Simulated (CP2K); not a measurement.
Consider trimethylborane at its PBE geometry (Å).

```xyz
13

C    -0.3857    1.5090    0.2809
B    -0.0399   -0.0009   -0.0032
C     1.4721   -0.4466    0.0259
C    -1.1504   -1.0685   -0.3127
H     0.1379    2.1620   -0.4388
H     0.0063    1.8147    1.2663
H    -1.4554    1.7548    0.2477
H     2.0591    0.1380   -0.7033
H     1.6446   -1.5125   -0.1780
H     1.9259   -0.2092    1.0033
H    -0.9481   -1.5500   -1.2857
H    -1.0838   -1.8960    0.4159
H    -2.1827   -0.6948   -0.3182
```

Method: CP2K XAS_TDP, all-electron GAPW, PBEh(45%), aug-cc-pVDZ, TDA, GW2X-corrected core level, no relativity.

**Question.** Predict the bright core excitations at the C K edge.

Leading lines: C1 290.08 eV. The leading line of an atom is its first one with 35 % of the strongest within 2.5 eV of its lowest line over the strength cut. Core ionisation energies at this level: C1 291.18 eV.

The first six lines of each atom with a strength over 0.0015:

| atom | energy (eV) | states | strength, one atom | above the computed threshold |
| --- | --- | --- | --- | --- |
| C1 (bonded to B and 3 H) | 289.19 | 1 | 0.0036 |  |
|  | 290.08 | 2 | 0.0336 |  |
|  | 290.36 | 1 | 0.0027 |  |
|  | 290.81 | 1 | 0.0034 |  |
|  | 291.10 | 1 | 0.0053 |  |
|  | 291.99 | 1 | 0.0066 | yes |

Lines are vertical, at one geometry, with no vibrational structure. GW2X ionisation energies and lines can be off by 1 to 2 eV either way, and a good line position may hide errors that cancel. Atoms with the same bonds but other surroundings in this conformer are left out. These values hold no scalar relativity, about 0.1 eV for C 1s. Rydberg lines, and the discretised continuum above threshold, depend on the basis and the box.

[Banner, clock and machine lines of the logs are left out without a mark of their own.]

[Logs are printed without paths, hosts, clocks, repeated set-up lines and the standing remarks that a program may print on its own settings, such as how far it seeks lower states.]

[Hosts, paths, dates, database ids (printed as entryN), source tags and the programs' standing remarks are cut or masked in the printed files.]
